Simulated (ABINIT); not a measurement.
# Ba2TaBiO6 (R-3): G0W0 with ABINIT, start to end

Wanted: ground state, empty states, screening and self-energy for Ba2TaBiO6 (R-3).

Method: LDA and many-body steps on it, plane waves, in ABINIT 10.8.3.

## Step 1: The structure

Symmetry: R-3, No. 148, trigonal system. Conventional cell: a = 6.151 Å, b = 6.151 Å, c = 14.869 Å, α = 90.00°, β = 90.00°, γ = 120.00°. Ba has 12 O at 2.76 to 3.40 Å nearest. Nearest to Ta lie 6 O at 2.01 Å. Bi has 6 O at 2.36 Å nearest. Nearest to O lie 1 Ta at 2.01 Å and 1 Bi at 2.36 Å and 4 Ba at 2.76 to 3.40 Å. Farther neighbours and most contacts between anions are not listed.

The cell and positions are those that the Materials Project relaxed with its own functionals (PBE, PBE+U or r2SCAN), kept fixed. Spin-orbit coupling is left out unless a step names it.

## Step 2: Ground state

This step: ABINIT 10.8.3; DFT, LDA, plane waves, norm-conserving pseudopotentials.

The ground-state density comes first.

Input file run.abi:

```
acell 3*1.0 Angstrom
rprim 
  3.075626834241 1.775713980676 4.956223105800
  -3.075626834241 1.775713980676 4.956223105800
  0.000000000000 -3.551427961352 4.956223105800
ntypat 4
znucl 56 73 83 8
natom 10
typat 1 1 2 3 4 4 4 4 4 4
xred 
  0.748816000000 0.748816000000 0.748816000000
  0.251184000000 0.251184000000 0.251184000000
  0.500000000000 0.500000000000 0.500000000000
  0.000000000000 0.000000000000 0.000000000000
  0.725510000000 0.218856000000 0.322035000000
  0.218856000000 0.322035000000 0.725510000000
  0.322035000000 0.725510000000 0.218856000000
  0.274490000000 0.781144000000 0.677965000000
  0.677965000000 0.274490000000 0.781144000000
  0.781144000000 0.677965000000 0.274490000000
pp_dirpath "pseudos"
pseudos "Ba.upf, Ta.upf, Bi.upf, O.upf"
ecut 62
ngkpt 4 4 4
nshiftk 1
shiftk 0 0 0
kptopt 1
chksymbreak 0
nband 62
occopt 1
tolvrs 1e-10
nstep 60
prtwf 0
optforces 0
optstress 0
indata_prefix "in"
outdata_prefix "out"
tmpdata_prefix "tmp"
```

Launch:

```console
OMP_NUM_THREADS=1 mpirun -n 8 abinit run.abi > log
```

Numbers of over 12 decimals in the logs are rounded to 6 here.

The program printed:

```text
.Version 10.8.3 of ABINIT. v10.8.2 released Aug 2026.

 Symmetries : space group R-3 (#148); Bravais hR (rhombohedral)
================================================================================
 Values of the parameters that define the memory need of the present run
     intxc =       0    ionmov =       0      iscf =       7    lmnmax =       8
     lnmax =       8     mgfft =      90  mpssoang =       4    mqgrid =    3360
     natom =      10  nloc_mem =       1    nspden =       1   nspinor =       1
    nsppol =       1      nsym =       6    n1xccc =    2501    ntypat =       4
    occopt =       1   xclevel =       1
-    mband =          62        mffmem =           1         mkmem =           2
       mpw =       25614          nfft =      729000          nkpt =          14
================================================================================
  Rough estimation (10% accuracy) of disk space for files :
================================================================================

--------------------------------------------------------------------------------
------------- Echo of variables that govern the present computation ------------
--------------------------------------------------------------------------------
 -outvars: echo values of preprocessed input variables --------
            acell      1.8897261259E+00  1.8897261259E+00  1.8897261259E+00 Bohr

      chksymbreak           0
             ecut      6.20000000E+01 Hartree
-          fftalg         312

              ixc       -1012
              kpt      0.00000000E+00  0.00000000E+00  0.00000000E+00
                       2.50000000E-01  0.00000000E+00  0.00000000E+00
                       5.00000000E-01  0.00000000E+00  0.00000000E+00
                       2.50000000E-01  2.50000000E-01  0.00000000E+00
                       5.00000000E-01  2.50000000E-01  0.00000000E+00
                      -2.50000000E-01  2.50000000E-01  0.00000000E+00
                       2.50000000E-01  5.00000000E-01  0.00000000E+00
                       5.00000000E-01  5.00000000E-01  0.00000000E+00
                       2.50000000E-01  2.50000000E-01  2.50000000E-01
                       5.00000000E-01  2.50000000E-01  2.50000000E-01
                      -2.50000000E-01  2.50000000E-01  2.50000000E-01
[...]
kptrlatt        4    0    0      0    4    0      0    0    4
          kptrlen      4.60887353E+01
P           mkmem           2
            natom          10
            nband          62
            ngfft          90      90      90
             nkpt          14
            nstep          60
             nsym           6
           ntypat           4
              occ      2.000000  2.000000  2.000000  2.000000  2.000000  2.000000
                       2.000000  2.000000  2.000000  2.000000  2.000000  2.000000
                       2.000000  2.000000  2.000000  2.000000  2.000000  2.000000
                       2.000000  2.000000  2.000000  2.000000  2.000000  2.000000
                       2.000000  2.000000  2.000000  2.000000  2.000000  2.000000
                       2.000000  2.000000  2.000000  2.000000  2.000000  2.000000
                       2.000000  2.000000  2.000000  2.000000  2.000000  2.000000
                       2.000000  2.000000  2.000000  2.000000  2.000000  2.000000
                       2.000000  2.000000  2.000000  2.000000  2.000000  0.000000
                       0.000000  0.000000  0.000000  0.000000  0.000000  0.000000
                       0.000000  0.000000
        optforces           0
        optstress           0
            prtwf           0
            rprim      3.0756268342E+00  1.7757139807E+00  4.9562231058E+00
[...]
spgroup         148

           tolvrs      1.00000000E-10

             xred      7.4881600000E-01  7.4881600000E-01  7.4881600000E-01
[...]
znucl       56.00000   73.00000   83.00000    8.00000

================================================================================

 chkinp: Checking input parameters for consistency.

================================================================================
== DATASET  1 ==================================================================
-   mpi_nproc: 8, omp_nthreads: 1 (-1 if OMP is not activated)

--- !DatasetInfo
iteration_state: {dtset: 1, }
dimensions: {natom: 10, nkpt: 14, mband: 62, nsppol: 1, nspinor: 1, nspden: 1, mpw: 25614, }
cutoff_energies: {ecut:  62.0, pawecutdg:  -1.0, }
electrons: {nelect:   1.06000000E+02, charge:   0.00000000E+00, occopt:   1.00000000E+00, tsmear:   1.00000000E-02, }

 Real(R)+Recip(G) space primitive vectors, cartesian coordinates (Bohr,Bohr^-1):
 R(1)=  5.8120924  3.3556131  9.3659043  G(1)=  0.0860275  0.0496680  0.0355901
 R(2)= -5.8120924  3.3556131  9.3659043  G(2)= -0.0860275  0.0496680  0.0355901
 R(3)=  0.0000000 -6.7112262  9.3659043  G(3)=  0.0000000 -0.0993360  0.0355901
 Unit cell volume ucvol=  1.0959869E+03 bohr^3
 Angles (23,13,12)=  6.05865505E+01  6.05865505E+01  6.05865505E+01 degrees

 getcut: wavevector=  0.0000  0.0000  0.0000  ngfft=  90  90  90
         ecut(hartree)=     62.000   => boxcut(ratio)=   2.20368

 getcut : COMMENT -
  Note that boxcut > 2.2 ; recall that boxcut=Gcut(box)/Gcut(sphere) = 2
  is sufficient for exact treatment of convolution.
[...]
--------------------------------------------------------------------------------

_setup2: Arith. and geom. avg. npw (full set) are   25555.234   25555.226

================================================================================

--- !BeginCycle
iteration_state: {dtset: 1, }
solver: {iscf: 7, nstep: 60, nline: 4, wfoptalg: 0, }
tolerances: {tolvrs: 1.00E-10, }

     iter   Etot(hartree)      deltaE(h)  residm     vres2
 ETOT  1  -633.30112189082    -6.333E+02 1.017E-01 1.028E+06
 ETOT  2  -396.99104635500     2.363E+02 1.017E+00 6.693E+06
 ETOT  3  -671.99382353092    -2.750E+02 1.636E+00 6.891E+05
 ETOT  4  -699.80453881593    -2.781E+01 1.509E-01 2.862E+05
 ETOT  5  -700.59596358479    -7.914E-01 4.311E-02 2.817E+05
 ETOT  6  -707.15501009006    -6.559E+00 9.821E-03 1.301E+05
 ETOT  7  -711.27755341596    -4.123E+00 1.246E-02 2.689E+04
 ETOT  8  -712.09201183042    -8.145E-01 1.300E-01 6.692E+03
 ETOT  9  -712.34430745254    -2.523E-01 1.316E-01 1.061E+03
 ETOT 10  -712.31783484546     2.647E-02 4.885E-02 2.507E+03
[...]
ETOT 20  -712.42683458611    -2.232E-08 2.864E-04 5.688E-06
 ETOT 21  -712.42683458643    -3.283E-10 2.665E-04 1.929E-07
 ETOT 22  -712.42683458647    -3.251E-11 1.031E-04 2.688E-08
 ETOT 23  -712.42683458649    -2.558E-11 9.678E-05 2.218E-09
 ETOT 24  -712.42683458643     5.821E-11 3.676E-05 1.468E-11

 At SCF step   24       vres2   =  1.47E-11 < tolvrs=  1.00E-10 =>converged.

--- !ResultsGS
iteration_state: {dtset: 1, }
comment   : Summary of ground state results
lattice_vectors:
- [  5.8120924,   3.3556131,   9.3659043, ]
- [ -5.8120924,   3.3556131,   9.3659043, ]
- [  0.0000000,  -6.7112262,   9.3659043, ]
lattice_lengths: [  11.52218,   11.52218,   11.52218, ]
lattice_angles: [ 60.587,  60.587,  60.587, ] # degrees, (23, 13, 12)
lattice_volume:   1.0959869E+03
convergence: {deltae:  5.821E-11, res2:  1.468E-11, residm:  3.676E-05, diffor:  0.000E+00, }
etotal    :  -7.12426835E+02
entropy   :   0.00000000E+00
fermie    :   2.38607770E-01
cartesian_stress_tensor: null
pressure_GPa: null
xred      :
- [  7.4882E-01,   7.4882E-01,   7.4882E-01, Ba]
- [  2.5118E-01,   2.5118E-01,   2.5118E-01, Ba]
- [  5.0000E-01,   5.0000E-01,   5.0000E-01, Ta]
- [  0.0000E+00,   0.0000E+00,   0.0000E+00, Bi]
- [  7.2551E-01,   2.1886E-01,   3.2203E-01,  O]
- [  2.1886E-01,   3.2204E-01,   7.2551E-01,  O]
- [  3.2203E-01,   7.2551E-01,   2.1886E-01,  O]
- [  2.7449E-01,   7.8114E-01,   6.7797E-01,  O]
- [  6.7797E-01,   2.7449E-01,   7.8114E-01,  O]
- [  7.8114E-01,   6.7797E-01,   2.7449E-01,  O]
cartesian_forces: null
force_length_stats: {min: null, max: null, mean: null, }

 Integrated electronic density in atomic spheres:
 ------------------------------------------------
 Atom  Sphere_radius  Integrated_density
[...]
================================================================================

 ----iterations are completed or convergence reached----

 Mean square residual over all n,k,spin=   15.710E-08; max=  36.763E-06
 reduced coordinates (array xred) for   10 atoms
[...]
0.218856000000      0.322035000000      0.725510000000
       0.322035000000      0.725510000000      0.218856000000
       0.274490000000      0.781144000000      0.677965000000
       0.677965000000      0.274490000000      0.781144000000
       0.781144000000      0.677965000000      0.274490000000
 rms dE/dt=  0.0000E+00; max dE/dt=  0.0000E+00; dE/dt below (all hartree)
    1       0.000000000000      0.000000000000      0.000000000000
    2       0.000000000000      0.000000000000      0.000000000000
    3       0.000000000000      0.000000000000      0.000000000000
    4       0.000000000000      0.000000000000      0.000000000000
    5       0.000000000000      0.000000000000      0.000000000000
    6       0.000000000000      0.000000000000      0.000000000000
    7       0.000000000000      0.000000000000      0.000000000000
    8       0.000000000000      0.000000000000      0.000000000000
    9       0.000000000000      0.000000000000      0.000000000000
   10       0.000000000000      0.000000000000      0.000000000000

 cartesian coordinates (angstrom) at end:
[...]
6     -0.317340    -1.616129     6.276566
    7     -1.240939     1.082889     6.276566
    8     -1.558279    -0.533240     8.592103
    9      1.240939    -1.082889     8.592103
   10      0.317340     1.616129     8.592103
 length scales=  1.889726125908  1.889726125908  1.889726125908 bohr
              =  1.000000000000  1.000000000000  1.000000000000 angstroms
 prteigrs : about to open file out_EIG
 Fermi (or HOMO) energy (hartree) =   0.23861   Average Vxc (hartree)=  -0.41337
 Eigenvalues (hartree) for nkpt=  14  k points:
 kpt#   1, nband= 62, wtk=  0.01563, kpt=  0.0000  0.0000  0.0000 (reduced coord)
  -5.37875   -3.09880   -3.09837   -3.09837   -2.25986   -1.03126   -1.03082   -1.03082
  -0.72773   -0.72434   -0.57752   -0.57752   -0.57490   -0.57431   -0.57431   -0.48801
  -0.48633   -0.48633   -0.48629   -0.48617   -0.48617   -0.48594   -0.40422   -0.36823
  -0.36823   -0.35997   -0.35997   -0.35756   -0.19252   -0.18922   -0.18922   -0.18027
  -0.17843   -0.17843   -0.13678    0.08994    0.08994    0.09135    0.09135    0.09522
   0.10762    0.10782    0.10782    0.15646    0.16513    0.17101    0.17101    0.18294
   0.18294    0.18568    0.19523    0.19523    0.20975    0.35481    0.36153    0.36341
   0.36341    0.37370    0.37370    0.38560    0.38560    0.41729
 prteigrs : prtvol=0 or 1, do not print more k-points.

--- !EnergyTerms
iteration_state     : {dtset: 1, }
comment             : Components of total free energy in Hartree
kinetic             :  3.52197904835786E+02
hartree             :  2.58220249921748E+02
xc                  : -1.25551354744737E+02
Ewald energy        : -3.86739389870563E+02
psp_core            :  1.59598069574890E+01
local_psp           : -7.12814470680775E+02
non_local_psp       : -1.13699581005381E+02
total_energy        : -7.12426834586433E+02
total_energy_eV     : -1.93861217679330E+04
band_energy         : -5.74231071836848E+01

== END DATASET(S) ==============================================================
================================================================================

 -outvars: echo values of variables after computation  --------
           etotal     -7.1242683459E+02
            nband          62
             nkpt          14
          spgroup         148
 [... the other variables as echoed above ...]

 Calculation completed.
```

Run time: 16 min. Hardware: 8 MPI ranks of Intel Xeon Platinum 8259CL at 2.50GHz (Skylake/Cascade Lake), shared host; peak memory 2.4 GiB; 2.1 h of CPU time.

This step gave:

- total energy: -19386.1218 eV
- gap: 2.549 eV
- k of the valence top: 0.5, 0.5, 0.5
- k of the conduction bottom: 0.5, 0, 0
- least direct gap: 2.577 eV

The gap is indirect, with the least direct gap 0.03 eV higher.

[end of part 1 of 3]

[Paths, hosts, dates, memory and timing lines, banners, echoed tables and standing remarks are left out of the program output.]

[Logs are printed without paths, hosts, clocks, repeated set-up lines and the standing remarks that a program may print on its own settings, such as how far it seeks lower states.]

[Runs of the session that timed out or met a known fault of the program may be left out.]

[Hosts, paths, dates, database ids (printed as entryN), source tags and the programs' standing remarks are cut or masked in the printed files.]

[G0W0 gaps are taken among the corrected bands and points alone; a level outside them can change the order at an edge.]

[Where Ansatz stands beside ABINIT at settings called matched, ABINIT's density can come from a denser mesh and the files from another edition; pairs whose starting gaps differed by over 0.03 eV were left out, so agreement reads better than it is.]
